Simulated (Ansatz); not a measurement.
# Te on Al(110): change of the work function, part 5 of 6

Wanted: Δφ(θ) for Te/Al(110), starting from the hollow site.

Ansatz 0.2.0; plane-wave DFT, PBE, Ansatz PAW.

So far, work function, upper face (eV): step 2 (the clean slab) 3.99; step 5 (the covered slab, k-mesh 4×5×1, coverage 0.5 ML) 4.53; step 6 (the covered slab, k-mesh 8×10×1, coverage 1 ML) 4.40; step 8 (the slab at 0.25 ML, atoms frozen) 4.34; step 9 (the substrate of the 0.25 ML cell alone) 4.01.

**10. The adsorbate layer of the 0.25 ML cell alone**

System of this step: Te/Al(110), adsorbate layer alone, atoms held. The cell holds 1 atom: 1 Te. Cell: a = 8.100 Å, b = 5.728 Å, c = 24.750 Å, α = 90.0°, β = 90.0°, γ = 90.0°. Vacuum lies along c.

The third part; a free layer of atoms may carry a moment, so spin is on.

File input.yaml:

```yaml
crystal:
  lattice:
    - [8.1, 0.0, 0.0]
    - [0.0, 5.7275649276, 0.0]
    - [0.0, 0.0, 24.7502621437]
  atoms:
    - { symbol: Te, position: [0.25, 0.25, 0.6684140645], spin: 1.0 }
magnetization:
  spin_polarized: true
kpoints:
  mp_grid: { grid: [4, 5, 1] }
hamiltonian:
  xc: pbe
scf:
  occupations: { method: fermi_dirac, width: 0.1 }
  convergence: { dr2_threshold: 1.0e-08 }
efield:
  axis: 3
  dipole_correction: true
  ramp_position: 0.97
  ramp_width: 0.06
output:
  write_potential: true
  write_density: true
  volumetric_format: npy
```

Started as:

```sh
ansatz run input.yaml --threads 4 --pin off --max-ram 6144MiB --backend cpu --events-out ev --progress --plain --runs-dir out
```

Numbers of over 12 decimals in the logs are rounded to 6 here.

What it wrote:

```text
[...]
Crystal: 1 atoms, lattice volume = 1148.246 Å³
Basis set: ecut = 420 eV, 22555 PW (Γ)
Bands: 13, of which v1, the nominal top of the filled ones, is band 8 counted from 1 (7 counted from 0)
Symmetry: 4 space group operations
k-points: 9 of 20
[...]
Starting moments: Σ|m| = 1 μB on 1 of 1 site
[...]
SCF iter  21: F=—  HF=-6977.739400 eV  |F-HF|=—  |Δ(HF+E_count)|=   1.95e-2  Δρ=2.03e-3 (↑2.03e-3 ↓1.79e-3)  dr2=2.59e-1  dr2_m=6.08e-4  M=2.000 μB ∫|m|=2.000 μB  β_m=1.20  ethr=6.99e-7  p=-0.000 e·Å  D=-4.35e-7 V/Å  ΔV_dip=0.00 eV  dr2_dipole=2.58e-13  V_vac-E_F(+/−)=5.35/5.35 eV  ⟨swp⟩=3.5  Hψ=561  notcnv=0
[...]
spin-set hold released at iteration 21 (site moments' squared step at or under half its running peak, from the soft ceiling on): the magnetisation degrees of freedom join the quasi-Newton model from the next iteration; the mixer history was flushed
SCF iter  22: F=—  HF=-6977.674990 eV  |F-HF|=—  |Δ(HF+E_count)|=   6.44e-2  Δρ=1.12e-3 (↑1.12e-3 ↓9.05e-4)  dr2=7.58e-2  dr2_m=1.75e-4  M=2.000 μB ∫|m|=2.000 μB  β_m=1.20  ethr=6.99e-7  p=-0.000 e·Å  D=-3.50e-7 V/Å  ΔV_dip=0.00 eV  dr2_dipole=2.97e-13  V_vac-E_F(+/−)=5.30/5.30 eV  ⟨swp⟩=3.4  Hψ=542  notcnv=0  κ⁻¹=1.0e0(r=1)
density mixer auto → broyden: no gap read (density of states about μ 1.50 of a free-electron gas's, 42 screened modes)
SCF iter  23: F=—  HF=-6977.658823 eV  |F-HF|=—  |Δ(HF+E_count)|=   1.62e-2  Δρ=9.06e-4 (↑9.68e-5 ↓9.06e-4)  dr2=1.38e-2  dr2_m=2.07e-3  M=2.000 μB ∫|m|=2.000 μB  β_m=1.20  ethr=6.99e-7  p=-0.000 e·Å  D=-1.52e-7 V/Å  ΔV_dip=0.00 eV  dr2_dipole=5.61e-15  V_vac-E_F(+/−)=5.31/5.31 eV  ⟨swp⟩=3.9  Hψ=594  notcnv=0  κ⁻¹=4.5e-3(r=2)
[...]
SCF iter  33: F=-6977.667035 eV  HF=-6977.667035 eV  |F-HF|=5.06e-10  |Δ(HF+E_count)|=   4.26e-9  Δρ=2.85e-7 (↑1.90e-7 ↓2.85e-7)  dr2=1.49e-9  dr2_m=2.17e-10  M=2.000 μB ∫|m|=2.000 μB  ethr=6.25e-11  p=-0.000 e·Å  D=-3.45e-8 V/Å  ΔV_dip=0.00 eV  dr2_dipole=1.31e-17  V_vac-E_F(+/−)=5.27/5.27 eV  ⟨swp⟩=3.4  Hψ=1114  notcnv=0
SCF 1 converged in 33 iterations: F = -6977.667035 eV  dr2 = 1.49e-9
[...]
this state was not tested for a lower state beside it, because the mixer in use, unlike msr1, does not test its closes by its own steps (another_mixer; see scf.mixing.algorithm and scf.lower_state_search)
SCF converged after 33 iterations
Magnetization: 1.9999 μB (9.0000 up, 7.0000 down)
Absolute magnetization: 2.0045 μB (∫|ρ↑−ρ↓|, with the PAW one-centre terms)
[...]
Per-site moments (μB) at R_I (Å): [(1.945806, 2.362620532635)]
Free energy (F): -6977.667035 eV
[...]
Internal energy: -6977.490840 eV  (E = F + TS)
E sigma→0 (E₀):  -6977.578938 eV
Entropy (-TS):   -0.176195 eV (-176.195 meV/atom)
Fermi energy:    -4.880243 eV
Dipole field:    D = -0.000000 V/Å  (p = -0.000000 e·Å, saw-weighted, corrected)
Work function:   Φ+ = 5.2744 eV   Φ− = 5.2744 eV
[...]
--- Band table (eV; the first three rows and the last of 18) ---
  k-point 0 ↑: bands = [... 4 lower, -41.2291, -15.2222, -6.1293, -6.1203, -5.8751, -0.7763, 0.2344, 0.4275, ... 1 higher]
  k-point 1 ↑: bands = [... 4 lower, -41.2291, -15.2184, -6.1178, -6.1091, -5.9713, -0.5228, 0.3745, 0.6143, ... 1 higher]
  k-point 2 ↑: bands = [... 4 lower, -41.2291, -15.2123, -6.1153, -6.0988, -6.0909, 0.0850, 0.7097, 1.0838, ... 1 higher]
  k-point 8 ↓: bands = [... 4 lower, -41.0448, -13.9743, -4.9563, -4.7842, -4.7742, 0.8680, 1.0449, 1.3016, ... 1 higher]
```

Wall time 17 s (4 threads of Intel Xeon 6975P-C (Granite Rapids), shared host); peak memory 1.3 GiB.

Numbers from this step:

- energy at zero smearing: -6977.5789 eV
- total moment: 2.000 μB
- site moments: 1.946 μB
- work function, upper face: 5.274 eV
- dipole along the normal: -2.32e-7 e·Å

Site moment by atom:

```
atom  site moment (μB)
 Te1              1.95
```

The free layer carries a moment of 2.0 μB a cell.

**11. Where the charge went at 0.25 ML**

This step: plane-wave DFT, PBE, Ansatz PAW; density difference on adsorption (Ansatz 0.2.0).

The densities of the parts are taken from that of the whole and averaged over planes; the first moment of what is left gives the step in the potential.

Numbers from this step:

```yaml
largest_charge_moved: -0.001494 e/Å²
potential_step_from_the_moved_charge: 0.2162 eV
```

The electron density difference oscillates, so the rows of the table below give means over windows of 1 Å about each position, cut where the curve ends. Its maxima inside the range that stand out by 2 % of the span (Å: e/Å³): 8.1: 3.7e-4, 10.5: 1.5e-4, 12.1: 6.5e-4, 13.9: 0.00115, 16.0: 0.00187, 17.3: 6.0e-4. Its minima: 9.4: -4.0e-4, 11.3: -3.6e-4, 12.9: -7.5e-4, 14.9: -0.00270, 16.8: -8.3e-4.

Planar mean, whole system less its parts. Table of electron density difference by z; means over each step:

```
z (Å)  electron density difference (e/Å³)
    3                             -9.3e-8
    4                             -6.5e-7
    5                             -3.5e-6
    6                             -8.7e-6
    7                              5.0e-5
    8                              2.8e-4
    9                             -2.3e-4
   10                             -3.6e-5
   11                             -1.6e-4
   12                              3.3e-4
   13                             -4.1e-4
   14                              3.9e-4
   15                            -0.00164
   16                             0.00137
   17                             -9.5e-5
   18                              1.5e-4
   19                              5.7e-6
   20                              3.1e-6
   21                              6.3e-7
   22                              8.5e-8
```

The electrons moved below z oscillates, so the rows of the table below give means over windows of 1 Å about each position, cut where the curve ends. Its maxima inside the range that stand out by 2 % of the span (Å: e/Å²): 8.5: 3.3e-4, 10.7: 6.6e-5, 12.4: 2.3e-4, 14.2: 4.2e-4, 16.5: -6.1e-5. Its minima: 9.9: -8.7e-6, 11.6: -1.2e-4, 13.3: -2.2e-4, 15.3: -0.00149, 17.1: -3.5e-4.

Planar mean, whole system less its parts. Table of electrons moved below z by z; means over each step:

```
z (Å)  electrons moved below z (e/Å²)
    3                         -5.2e-8
    4                         -3.8e-7
    5                         -2.3e-6
    6                         -9.1e-6
    7                          2.1e-6
    8                          1.9e-4
    9                          2.3e-4
   10                          1.6e-5
   11                         -5.9e-6
   12                          6.5e-5
   13                         -6.3e-5
   14                          2.0e-4
   15                         -9.4e-4
   16                         -5.9e-4
   17                         -2.4e-4
   18                         -3.4e-5
   19                         -6.3e-6
   20                         -1.8e-6
   21                         -2.8e-7
   22                         -4.4e-8
```

**12. A changed input**

This step: plane-wave DFT, PBE, Ansatz PAW (Ansatz 0.2.0).

System of this step: Te/Al(110). The cell holds 6 atoms: 5 Al and 1 Te. Its edges and angles: a = 4.050 Å, b = 2.864 Å, c = 24.750 Å, α = 90.0°, β = 90.0°, γ = 90.0°. Vacuum lies along c.

A run with a changed input: it repeats the earlier run at 1 ML with kpoints.mp_grid.grid from [8, 10, 1] to [4, 5, 1].

input.yaml, the sections that differ from step 10:

```yaml
crystal:
  lattice:
    - [4.05, 0.0, 0.0]
    - [0.0, 2.8637824638, 0.0]
    - [0.0, 0.0, 24.7502621437]
  atoms:
    - { symbol: Al, position: [0.0, 0.0, 0.3636325122] }
    - { symbol: Al, position: [0.5, 0.5, 0.4214860905] }
    - { symbol: Al, position: [0.0, 0.0, 0.4781571122] }
    - { symbol: Al, position: [0.5, 0.5, 0.5377938848] }
    - { symbol: Al, position: [0.0, 0.0, 0.5912899694] }
    - { symbol: Te, position: [0.5, 0.5, 0.6363674878] }
relax:
  f_tol: 0.02
  max_steps: 60
  constraints: [{ sites: [0, 1] }]
output:
  bader: true
  write_potential: true
  write_density: true
  volumetric_format: npy
# kpoints, hamiltonian, scf, efield: as in step 10
# magnetization: removed
```

What it wrote:

```text
[...]
Crystal: 6 atoms, lattice volume = 287.061 Å³
Basis set: ecut = 420 eV, 5631 PW (Γ), exchange–correlation on 60×40×360 points (8 copies of the dense FFT grid, shifted against one another)
Bands: 22, of which v1, the nominal top of the filled ones, is band 16 counted from 1 (15 counted from 0)
Symmetry: 4 space group operations
[...]
k-points: 9 of 20
[...]
SCF iter   1: F=—  HF=-9665.127987 eV  |F-HF|=—  |Δ(HF+E_count)|=         —  Δρ=4.97e-3  dr2=2.88e0  ethr=1.77e-3  p=-0.033 e·Å  D=-2.07e-2 V/Å  ΔV_dip=0.51 eV  dr2_dipole=1.40e0  V_vac-E_F(+/−)=4.31/3.79 eV  ⟨swp⟩=9.8  Hψ=1312  notcnv=0
[...]
SCF iter   9: F=-9664.998156 eV  HF=-9664.998156 eV  |F-HF|=8.61e-9  |Δ(HF+E_count)|=   9.39e-8  Δρ=7.39e-7  dr2=3.19e-9  ethr=3.23e-11  p=0.039 e·Å  D=2.48e-2 V/Å  ΔV_dip=-0.61 eV  dr2_dipole=4.89e-11  V_vac-E_F(+/−)=3.71/4.32 eV  ⟨swp⟩=10.1  Hψ=1304  notcnv=0
SCF 1 converged in 9 iterations: F = -9664.998156 eV  dr2 = 3.19e-9
[...]
relax step   1: F+E_penalty+E_count = -9664.99815590 eV  Δ(F+E_penalty+E_count) = +0.000e0 eV  max|allowed force component| = 4.331e0 eV/Å  Δτ_max = 0.0000 Å  (9 SCF iters, accepted)
[...]
SCF iter   8: F=-9665.712336 eV  HF=-9665.712336 eV  |F-HF|=2.02e-8  |Δ(HF+E_count)|=   6.59e-8  Δρ=1.26e-6  dr2=8.59e-9  ethr=3.23e-11  p=0.022 e·Å  D=1.41e-2 V/Å  ΔV_dip=-0.35 eV  dr2_dipole=1.19e-9  V_vac-E_F(+/−)=4.04/4.39 eV  ⟨swp⟩=8.4  Hψ=1461  notcnv=0
SCF 2 converged in 8 iterations: F = -9665.712336 eV  dr2 = 8.59e-9
relax step   2: F+E_penalty+E_count = -9665.71233617 eV  Δ(F+E_penalty+E_count) = -7.142e-1 eV  max|allowed force component| = 1.541e0 eV/Å  Δτ_max = 0.1947 Å  (8 SCF iters, accepted)
[...]
SCF iter   8: F=-9665.901994 eV  HF=-9665.901994 eV  |F-HF|=1.89e-9  |Δ(HF+E_count)|=   1.08e-8  Δρ=3.94e-7  dr2=1.31e-9  ethr=2.20e-11  p=0.009 e·Å  D=5.91e-3 V/Å  ΔV_dip=-0.15 eV  dr2_dipole=4.94e-11  V_vac-E_F(+/−)=4.32/4.46 eV  ⟨swp⟩=10.0  Hψ=1275  notcnv=0
SCF 3 converged in 8 iterations: F = -9665.901994 eV  dr2 = 1.31e-9
relax step   3: F+E_penalty+E_count = -9665.90199390 eV  Δ(F+E_penalty+E_count) = -1.897e-1 eV  max|allowed force component| = 5.591e-1 eV/Å  Δτ_max = 0.1946 Å  (8 SCF iters, accepted)
[...]
relax step   4: F+E_penalty+E_count = -9666.01248439 eV  Δ(F+E_penalty+E_count) = -1.105e-1 eV  max|allowed force component| = 4.674e-1 eV/Å  Δτ_max = 0.2000 Å  (8 SCF iters, accepted)
[...]
relax step   5: F+E_penalty+E_count = -9666.07770755 eV  Δ(F+E_penalty+E_count) = -6.522e-2 eV  max|allowed force component| = 2.563e-1 eV/Å  Δτ_max = 0.2000 Å  (8 SCF iters, accepted)
[...]
relax step   6: F+E_penalty+E_count = -9666.10123610 eV  Δ(F+E_penalty+E_count) = -2.353e-2 eV  max|allowed force component| = 3.750e-2 eV/Å  Δτ_max = 0.2000 Å  (8 SCF iters, accepted)
[...]
relax step   7: F+E_penalty+E_count = -9666.10166640 eV  Δ(F+E_penalty+E_count) = -4.303e-4 eV  max|allowed force component| = 2.264e-2 eV/Å  Δτ_max = 0.0117 Å  (6 SCF iters, accepted)
SCF iter   1: F=—  HF=-9666.102254 eV  |F-HF|=—  |Δ(HF+E_count)|=         —  Δρ=3.48e-4  dr2=5.78e-3  ethr=2.17e-5  p=-0.016 e·Å  D=-1.00e-2 V/Å  ΔV_dip=0.25 eV  dr2_dipole=1.51e-3  V_vac-E_F(+/−)=4.53/4.29 eV  ⟨swp⟩=2.0  Hψ=493  notcnv=0  defer=2
[...]
SCF iter   6: F=-9666.102074 eV  HF=-9666.102074 eV  |F-HF|=2.04e-8  |Δ(HF+E_count)|=   7.46e-8  Δρ=1.43e-6  dr2=5.88e-9  ethr=3.23e-11  p=-0.017 e·Å  D=-1.08e-2 V/Å  ΔV_dip=0.27 eV  dr2_dipole=1.23e-12  V_vac-E_F(+/−)=4.55/4.28 eV  ⟨swp⟩=10.3  Hψ=1345  notcnv=0
SCF 8 converged in 6 iterations: F = -9666.102074 eV  dr2 = 5.88e-9
relax step   8: F+E_penalty+E_count = -9666.10207399 eV  Δ(F+E_penalty+E_count) = -4.076e-4 eV  max|allowed force component| = 9.664e-3 eV/Å  Δτ_max = 0.0131 Å  (6 SCF iters, accepted)
[...]
SCF converged after 6 iterations
Free energy (F): -9666.102074 eV
[...]
Internal energy: -9666.006435 eV  (E = F + TS)
E sigma→0 (E₀):  -9666.054254 eV
Entropy (-TS):   -0.095639 eV (-15.940 meV/atom)
Fermi energy:    0.733648 eV
Dipole field:    D = -0.010778 V/Å  (p = -0.017099 e·Å, saw-weighted, corrected)
Work function:   Φ+ = 4.5477 eV   Φ− = 4.2809 eV
[...]
--- Forces (eV/Å), atoms counted from 1 ---
  atom   1  Al     0.00000000     0.00000000     0.12207326
  atom   2  Al    -0.00000000     0.00000000    -0.12300108
  atom   3  Al    -0.00000000     0.00000000    -0.00398150
  atom   4  Al     0.00000000     0.00000000     0.00647552
  atom   5  Al    -0.00000000     0.00000000    -0.00966386
  atom   6  Te     0.00000000     0.00000000     0.00808325
  max |Σ_I F_I| component: 1.44e-5 eV/Å
--- Band table (eV; the first three rows and the last of 9) ---
  k-point 0: bands = [... 12 lower, -0.9457, -0.2071, 0.4055, 0.7537, 1.8031, 2.7390, 2.7816, 4.4570, ... 2 higher]
  k-point 1: bands = [... 12 lower, -0.3023, 0.3093, 0.4214, 1.0649, 1.4189, 1.9254, 2.4757, 3.0588, ... 2 higher]
  k-point 2: bands = [... 12 lower, -0.3188, 0.3911, 0.9247, 1.4698, 1.5282, 2.6040, 2.9154, 3.3343, ... 2 higher]
  k-point 8: bands = [... 12 lower, -1.1378, -0.9602, -0.8696, -0.3595, 0.2048, 0.6706, 1.4465, 1.7123, ... 2 higher]
--- Relaxed structure (8 steps of the walk, 8 accepted, 0 SCFs on fresh bases) ---
  F+E_penalty+E_count = -9666.10207399 eV   max|allowed force component| = 9.664e-3 eV/Å
  atoms:
    - { symbol: Al, position: [0.0, 0.0, 0.363633] }
    - { symbol: Al, position: [0.500000, 0.500000, 0.4214860905] }
    - { symbol: Al, position: [4.028902031527633e-18, 0.0, 0.482116] }
    - { symbol: Al, position: [0.500000, 0.500000, 0.544661] }
    - { symbol: Al, position: [1.1719817506988626e-17, 0.0, 0.602806] }
    - { symbol: Te, position: [0.500000, 0.500000, 0.677136] }
--- Bader charges: 6 sites ---
  site symbol  charge [e]  shift [e]
     0     Al      0.0599     0.0000
     1     Al     -0.0378     0.0000
     2     Al      0.0151     0.0000
     3     Al      0.0693     0.0000
     4     Al      0.4082     0.0029
     5     Te     -0.5147     0.0029
  estimated error of the sums over rays = 4.7e-4 e
```

The job ended after 17 s (4 threads; peak memory 0.59 GiB).

```
                      quantity  this run  earlier run  difference
work function, upper face (eV)     4.548        4.399        0.15
work function, lower face (eV)     4.281        4.090        0.19
 dipole along the normal (e·Å)  -0.01710     -0.01978      0.0027
```

What moves beyond 0.01 in its unit (for the dipole 0.5 % and 5e-5 e·Å): dipole along the normal (+0.00268 e·Å), work function, lower face (+0.191 eV) and work function, upper face (+0.149 eV).

The change shows in the results, which are not taken further.

(Part 5 of 6 ends here.)

[Logs are printed without paths, hosts, clocks, repeated set-up lines and the standing remarks that a program may print on its own settings, such as how far it seeks lower states.]

[Hosts, paths, dates, database ids (printed as entryN), source tags and the programs' standing remarks are cut or masked in the printed files.]

[Maps of the electrostatic potential energy from Ansatz leave out the sawtooth potential of an applied field or a dipole correction, so their vacuum need not be flat; planar profiles and work functions include it.]
